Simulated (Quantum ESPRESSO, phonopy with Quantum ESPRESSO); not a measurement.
# Grüneisen parameters and expansion of CaO (Fm-3m), part 2 of 3

Wanted: mode Grüneisen parameters of CaO and a free-energy fit over volumes.

Experimental results on record:
- heat capacity C_P per formula unit 42.2 J/mol/K and bulk modulus 113 GPa near room temperature (given in “High-Throughput Prediction of Finite-Temperature Properties using the Quasi-Harmonic Approximation”, 2016, arXiv:1603.06924)

Quantum ESPRESSO 7.5; DFT LDA, scalar-relativistic, plane waves, PseudoDojo norm-conserving pseudopotentials.

So far. Step 12 (Phonons, V/V0 1.015): No mode is imaginary beyond numerical noise along the path. The highest zone-centre mode (no LO–TO term) moved by -3.8 % for a volume change of +1.5 %. Step 12 (Phonons, V/V0 1.015): The time given is that of the 2 pw.x runs on displaced cells behind this step.

## Step 13: Self-consistent run, V/V0 0.985

This step: DFT LDA, scalar-relativistic, plane waves, PseudoDojo norm-conserving pseudopotentials (Quantum ESPRESSO 7.5).

System of this step: CaO. Symmetry: Fm-3m, No. 225, cubic system. Conventional cell: a = 4.680 Å, b = 4.680 Å, c = 4.680 Å, α = 90.00°, β = 90.00°, γ = 90.00°. Nearest to Ca lie 6 O at 2.34 Å. Nearest to O lie 6 Ca at 2.34 Å. Farther neighbours and most contacts between anions are not listed.

The input, scf.in:

```
&control
   calculation = 'scf'
   prefix = 'x'
   outdir = './tmp'
   pseudo_dir = './pseudo'
   tprnfor = .true.
   tstress = .true.
/
&system
   ibrav = 0
   nat = 2
   ntyp = 2
   ecutwfc = 84.0
   occupations = 'fixed'
   nbnd = 10
/
&electrons
   conv_thr = 1.0d-12
   mixing_beta = 0.7
   electron_maxstep = 100
/
ATOMIC_SPECIES
 Ca     40.0780  Ca.upf
 O      15.9990  O.upf
CELL_PARAMETERS angstrom
     0.000000000    2.340211184    2.340211184
     2.340211184    0.000000000    2.340211184
     2.340211184    2.340211184    0.000000000
ATOMIC_POSITIONS crystal
 Ca     0.000000000   0.000000000   0.000000000
 O      0.500000000   0.500000000   0.500000000
K_POINTS automatic
 8 8 8 0 0 0
```

On the command line:

```
$ OMP_NUM_THREADS=1 mpirun -n 8 pw.x -nk 8 -in scf.in > scf.out
```

Elapsed: 4.2 s, on 8 MPI ranks of Arm Neoverse V2, shared host; 33 s of CPU time.

The run ends at a pressure of 1.99 GPa.

## Step 14: Born charges and dielectric tensor

The input, ph.in:

```
phonons
&inputph
   prefix = 'x'
   outdir = './tmp'
   fildyn = 'x.dyn'
   tr2_ph = 1.0d-18
   epsil = .true.
/
0.000000000 0.000000000 0.000000000
```

scf.in is that of step 13.

On the command line:

```
$ OMP_NUM_THREADS=1 mpirun -n 8 ph.x -nk 8 -in ph.in > ph.out
```

The job ended after 44 s (8 MPI ranks; 5.8 min of CPU time).

ε∞:

```
3.88 0.00 0.00
0.00 3.88 0.00
0.00 0.00 3.88
```

The Born charges sum to zero within 7.0e-5 e; the rest is removed before use. Acoustic frequencies in this log differ from zero by the error of the sum rule, which ph.x does not impose.

## Step 15: Forces on a displaced cell

System of this step: CaO. The structure is orthorhombic, space group Imm2 (No. 44). The conventional cell has a = 6.619 Å, b = 9.361 Å, c = 6.619 Å, α = 90.00°, β = 90.00°, γ = 90.00°. Nearest to Ca lie 6 O at 2.33 to 2.35 Å. Ca has 6 O at 2.34 Å nearest. Nearest to Ca lie 6 O at 2.34 Å. Nearest to O lie 6 Ca at 2.34 Å. Farther neighbours and most contacts between anions are not listed.

The input, disp-00001.in:

```
&control
   calculation = 'scf'
   prefix = 'x'
   outdir = './tmp'
   pseudo_dir = './pseudo'
   tprnfor = .true.
   disk_io = 'none'
/
&system
   ibrav = 0
   nat = 16
   ntyp = 2
   ecutwfc = 84.0
   occupations = 'fixed'
   nbnd = 66
/
&electrons
   conv_thr = 1.0d-11
   mixing_beta = 0.7
   electron_maxstep = 100
/
ATOMIC_SPECIES
 Ca     40.0780  Ca.upf
 O      15.9990  O.upf
CELL_PARAMETERS angstrom
     0.000000000    4.680422368    4.680422368
     4.680422368    0.000000000    4.680422368
     4.680422368    4.680422368    0.000000000
ATOMIC_POSITIONS crystal
 Ca     0.003021551   0.000000000   0.000000000
 Ca     0.500000000   0.000000000   0.000000000
 Ca     0.000000000   0.500000000   0.000000000
 Ca     0.500000000   0.500000000   0.000000000
 Ca     0.000000000   0.000000000   0.500000000
 Ca     0.500000000   0.000000000   0.500000000
 Ca     0.000000000   0.500000000   0.500000000
 Ca     0.500000000   0.500000000   0.500000000
 O      0.250000000   0.250000000   0.250000000
 O      0.750000000   0.250000000   0.250000000
 O      0.250000000   0.750000000   0.250000000
 O      0.750000000   0.750000000   0.250000000
 O      0.250000000   0.250000000   0.750000000
 O      0.750000000   0.250000000   0.750000000
 O      0.250000000   0.750000000   0.750000000
 O      0.750000000   0.750000000   0.750000000
K_POINTS automatic
 3 3 3 0 0 0
```

On the command line:

```
$ OMP_NUM_THREADS=1 mpirun -n 4 pw.x -nk 4 -in disp-00001.in > disp-00001.out
```

It took 2.5 min on 4 MPI ranks.

## Step 16: Phonons, V/V0 0.985

This step: DFT LDA, scalar-relativistic, plane waves, PseudoDojo norm-conserving pseudopotentials (phonopy with Quantum ESPRESSO 4.10.0 / 7.5).

Run time: 2.5 min. Hardware: 8 threads; 19 min of CPU time.

No mode is imaginary beyond numerical noise along the path. The highest zone-centre mode (no LO–TO term) moved by +3.8 % for a volume change of -1.5 %.

The time given is that of the 2 pw.x runs on displaced cells behind this step.

## Step 17: Self-consistent run, V/V0 1.03

This step: DFT LDA, scalar-relativistic, plane waves, PseudoDojo norm-conserving pseudopotentials (Quantum ESPRESSO 7.5).

System of this step: CaO. Symmetry: Fm-3m, No. 225, cubic system. Conventional cell: a = 4.751 Å, b = 4.751 Å, c = 4.751 Å, α = 90.00°, β = 90.00°, γ = 90.00°. Nearest to Ca lie 6 O at 2.38 Å. Nearest to O lie 6 Ca at 2.38 Å. Farther neighbours and most contacts between anions are not listed.

scf.in: that of step 14 with these lines changed.

```diff
@@ -25,5 +25,5 @@
 CELL_PARAMETERS angstrom
-     0.000000000    2.340211184    2.340211184
-     2.340211184    0.000000000    2.340211184
-     2.340211184    2.340211184    0.000000000
+     0.000000000    2.375319580    2.375319580
+     2.375319580    0.000000000    2.375319580
+     2.375319580    2.375319580    0.000000000
 ATOMIC_POSITIONS crystal
```

On the command line:

```
$ OMP_NUM_THREADS=1 mpirun -n 8 pw.x -nk 8 -in scf.in > scf.out
```

Run time: 3.7 s. Hardware: 8 MPI ranks.

The run ends at a pressure of -3.60 GPa.

## Step 18: Born charges and dielectric tensor

ph.in is that of step 14.

scf.in is that of step 17.

On the command line:

```
$ OMP_NUM_THREADS=1 mpirun -n 8 ph.x -nk 8 -in ph.in > ph.out
```

It took 42 s on 8 MPI ranks.

ε∞:

```
3.85 0.00 0.00
0.00 3.85 0.00
0.00 0.00 3.85
```

The Born charges sum to zero within 1.3e-4 e; the rest is removed before use. Acoustic frequencies in this log differ from zero by the error of the sum rule, which ph.x does not impose.

## Step 19: Forces on a displaced cell

System of this step: CaO. The structure is orthorhombic, space group Imm2 (No. 44). Conventional cell: a = 6.718 Å, b = 9.501 Å, c = 6.718 Å, α = 90.00°, β = 90.00°, γ = 90.00°. Ca has 6 O at 2.36 to 2.39 Å nearest. Ca has 6 O at 2.38 Å nearest. Nearest to Ca lie 6 O at 2.38 Å. Nearest to O lie 6 Ca at 2.38 Å. Farther neighbours and most contacts between anions are not listed.

disp-00001.in: that of step 15 with these lines changed.

```diff
@@ -25,7 +25,7 @@
 CELL_PARAMETERS angstrom
-     0.000000000    4.680422368    4.680422368
-     4.680422368    0.000000000    4.680422368
-     4.680422368    4.680422368    0.000000000
+     0.000000000    4.750639159    4.750639159
+     4.750639159    0.000000000    4.750639159
+     4.750639159    4.750639159    0.000000000
 ATOMIC_POSITIONS crystal
- Ca     0.003021551   0.000000000   0.000000000
+ Ca     0.002976891   0.000000000   0.000000000
  Ca     0.500000000   0.000000000   0.000000000
```

On the command line:

```
$ OMP_NUM_THREADS=1 mpirun -n 4 pw.x -nk 4 -in disp-00001.in > disp-00001.out
```

Elapsed: 2.4 min, on 4 MPI ranks.

## Step 20: Lattice dynamics at this volume, V/V0 1.03

This step: DFT LDA, scalar-relativistic, plane waves, PseudoDojo norm-conserving pseudopotentials (phonopy with Quantum ESPRESSO 4.10.0 / 7.5).

It took 2.4 min on 8 threads; 18 min of CPU time.

No mode is imaginary beyond numerical noise along the path. The highest zone-centre mode (no LO–TO term) moved by -7.5 % for a volume change of +3.0 %.

The time given is that of the 2 pw.x runs on displaced cells behind this step.

## Step 21: Ground state at this cell, V/V0 0.97

This step: DFT LDA, scalar-relativistic, plane waves, PseudoDojo norm-conserving pseudopotentials (Quantum ESPRESSO 7.5).

System of this step: CaO. Symmetry: Fm-3m, No. 225, cubic system. The conventional cell has a = 4.657 Å, b = 4.657 Å, c = 4.657 Å, α = 90.00°, β = 90.00°, γ = 90.00°. Ca has 6 O at 2.33 Å nearest. Nearest to O lie 6 Ca at 2.33 Å. Farther neighbours and most contacts between anions are not listed.

scf.in: that of step 18 with these lines changed.

```diff
@@ -25,5 +25,5 @@
 CELL_PARAMETERS angstrom
-     0.000000000    2.375319580    2.375319580
-     2.375319580    0.000000000    2.375319580
-     2.375319580    2.375319580    0.000000000
+     0.000000000    2.328271123    2.328271123
+     2.328271123    0.000000000    2.328271123
+     2.328271123    2.328271123    0.000000000
 ATOMIC_POSITIONS crystal
```

On the command line:

```
$ OMP_NUM_THREADS=1 mpirun -n 8 pw.x -nk 8 -in scf.in > scf.out
```

Wall time 4.7 s (8 MPI ranks).

The run ends at a pressure of 4.18 GPa.

## Step 22: Born charges and dielectric tensor

ph.in is that of step 18.

scf.in is that of step 21.

On the command line:

```
$ OMP_NUM_THREADS=1 mpirun -n 8 ph.x -nk 8 -in ph.in > ph.out
```

Wall time 42 s (8 MPI ranks).

The Born charges sum to zero within 5.0e-5 e; the rest is removed before use. Acoustic frequencies in this log differ from zero by the error of the sum rule, which ph.x does not impose.

## Step 23: Forces on a displaced cell

System of this step: CaO. It takes space group Imm2 (No. 44, orthorhombic). Conventional cell: a = 6.585 Å, b = 9.313 Å, c = 6.585 Å, α = 90.00°, β = 90.00°, γ = 90.00°. Nearest to Ca lie 6 O at 2.31 to 2.34 Å. Ca has 6 O at 2.33 Å nearest. Nearest to Ca lie 6 O at 2.33 Å. Nearest to O lie 6 Ca at 2.33 Å. Farther neighbours and most contacts between anions are not listed.

disp-00001.in: that of step 19 with these lines changed.

```diff
@@ -25,7 +25,7 @@
 CELL_PARAMETERS angstrom
-     0.000000000    4.750639159    4.750639159
-     4.750639159    0.000000000    4.750639159
-     4.750639159    4.750639159    0.000000000
+     0.000000000    4.656542247    4.656542247
+     4.656542247    0.000000000    4.656542247
+     4.656542247    4.656542247    0.000000000
 ATOMIC_POSITIONS crystal
- Ca     0.002976891   0.000000000   0.000000000
+ Ca     0.003037047   0.000000000   0.000000000
  Ca     0.500000000   0.000000000   0.000000000
```

On the command line:

```
$ OMP_NUM_THREADS=1 mpirun -n 4 pw.x -nk 4 -in disp-00001.in > disp-00001.out
```

The job ended after 2.4 min (4 MPI ranks; 9.7 min of CPU time).

## Step 24: Lattice dynamics at this volume, V/V0 0.97

This step: DFT LDA, scalar-relativistic, plane waves, PseudoDojo norm-conserving pseudopotentials (phonopy with Quantum ESPRESSO 4.10.0 / 7.5).

The job ended after 2.4 min (8 threads; 18 min of CPU time).

Phonopy, LO-TO term from ph.x's tensors. The phonon branches at the labelled points (cm⁻¹):

```
    point  branch 1  branch 2  branch 3  branch 4  branch 5  branch 6
        Γ         0         0         0       313       313       590
  halfway       163       163       257       342       342       512
        X       205       205       331       338       338       403
  halfway       206       234       326       337       350       400
        U       207       290       310       335       380       394
jump to K       207       290       310       335       380       394
  halfway       170       193       274       317       358       533
        Γ         0         0         0       313       313       590
  halfway       150       150       252       326       326       563
        L       202       202       344       344       396       505
  halfway       211       247       340       356       364       451
        W       253       286       286       348       379       379
  halfway       230       234       321       343       353       396
        X       205       205       331       338       338       403
```

No mode is imaginary beyond numerical noise along the path. The highest zone-centre mode (no LO–TO term) moved by +7.7 % for a volume change of -3.0 %.

The time given is that of the 2 pw.x runs on displaced cells behind this step.

## Step 25: Self-consistent run, V/V0 1.05

This step: DFT LDA, scalar-relativistic, plane waves, PseudoDojo norm-conserving pseudopotentials (Quantum ESPRESSO 7.5).

System of this step: CaO. The structure is cubic, space group Fm-3m (No. 225). Conventional cell: a = 4.781 Å, b = 4.781 Å, c = 4.781 Å, α = 90.00°, β = 90.00°, γ = 90.00°. Ca has 6 O at 2.39 Å nearest. Nearest to O lie 6 Ca at 2.39 Å. Farther neighbours and most contacts between anions are not listed.

scf.in: that of step 22 with these lines changed.

```diff
@@ -25,5 +25,5 @@
 CELL_PARAMETERS angstrom
-     0.000000000    2.328271123    2.328271123
-     2.328271123    0.000000000    2.328271123
-     2.328271123    2.328271123    0.000000000
+     0.000000000    2.390595366    2.390595366
+     2.390595366    0.000000000    2.390595366
+     2.390595366    2.390595366    0.000000000
 ATOMIC_POSITIONS crystal
```

On the command line:

```
$ OMP_NUM_THREADS=1 mpirun -n 8 pw.x -nk 8 -in scf.in > scf.out
```

Wall time 3.7 s (8 MPI ranks); 29 s of CPU time.

The run ends at a pressure of -5.68 GPa.

## Step 26: Zone-centre response

ph.in is that of step 22.

scf.in is that of step 25.

On the command line:

```
$ OMP_NUM_THREADS=1 mpirun -n 8 ph.x -nk 8 -in ph.in > ph.out
```

Elapsed: 43 s, on 8 MPI ranks.

The Born charges sum to zero within 1.6e-4 e; the rest is removed before use. Acoustic frequencies in this log differ from zero by the error of the sum rule, which ph.x does not impose.

## Step 27: A displaced supercell

System of this step: CaO. Symmetry: Imm2, No. 44, orthorhombic system. Conventional cell: a = 6.762 Å, b = 9.562 Å, c = 6.762 Å, α = 90.00°, β = 90.00°, γ = 90.00°. Nearest to Ca lie 6 O at 2.38 to 2.40 Å. Nearest to Ca lie 6 O at 2.39 Å. Nearest to O lie 6 Ca at 2.39 Å. Farther neighbours and most contacts between anions are not listed.

disp-00001.in: that of step 23 with these lines changed.

```diff
@@ -25,7 +25,7 @@
 CELL_PARAMETERS angstrom
-     0.000000000    4.656542247    4.656542247
-     4.656542247    0.000000000    4.656542247
-     4.656542247    4.656542247    0.000000000
+     0.000000000    4.781190733    4.781190733
+     4.781190733    0.000000000    4.781190733
+     4.781190733    4.781190733    0.000000000
 ATOMIC_POSITIONS crystal
- Ca     0.003037047   0.000000000   0.000000000
+ Ca     0.002957869   0.000000000   0.000000000
  Ca     0.500000000   0.000000000   0.000000000
```

On the command line:

```
$ OMP_NUM_THREADS=1 mpirun -n 4 pw.x -nk 4 -in disp-00001.in > disp-00001.out
```

Run time: 2.5 min. Hardware: 4 MPI ranks.

## Step 28: Phonons, V/V0 1.05

This step: DFT LDA, scalar-relativistic, plane waves, PseudoDojo norm-conserving pseudopotentials (phonopy with Quantum ESPRESSO 4.10.0 / 7.5).

It took 2.5 min on 8 threads.

Phonopy, LO-TO term from ph.x's tensors. Phonon branches along the path, in cm⁻¹:

```
    point  branch 1  branch 2  branch 3  branch 4  branch 5  branch 6
        Γ         0         0         0       254       254       541
  halfway       160       160       211       282       282       478
        X       202       202       275       279       279       384
  halfway       199       223       275       280       295       377
        U       190       263       271       282       337       360
jump to K       190       263       271       282       337       360
  halfway       136       186       245       267       298       490
        Γ         0         0         0       254       254       541
  halfway       129       129       232       271       271       516
        L       170       170       294       294       366       461
  halfway       182       218       289       303       338       411
        W       223       258       258       305       336       336
  halfway       213       224       274       292       297       370
        X       202       202       275       279       279       384
```

No mode is imaginary beyond numerical noise along the path. The highest zone-centre mode (no LO–TO term) moved by -12.5 % for a volume change of +5.0 %.

The time given is that of the 2 pw.x runs on displaced cells behind this step.

(Part 2 of 3 ends here.)

[Logs are printed without paths, hosts, clocks, repeated set-up lines and the standing remarks that a program may print on its own settings, such as how far it seeks lower states.]

[Hosts, paths, dates, database ids (printed as entryN), source tags and the programs' standing remarks are cut or masked in the printed files.]

[A step with changed settings may run another functional than the one named; its input shows which.]

[Of the runs on displaced cells, only some may be shown.]
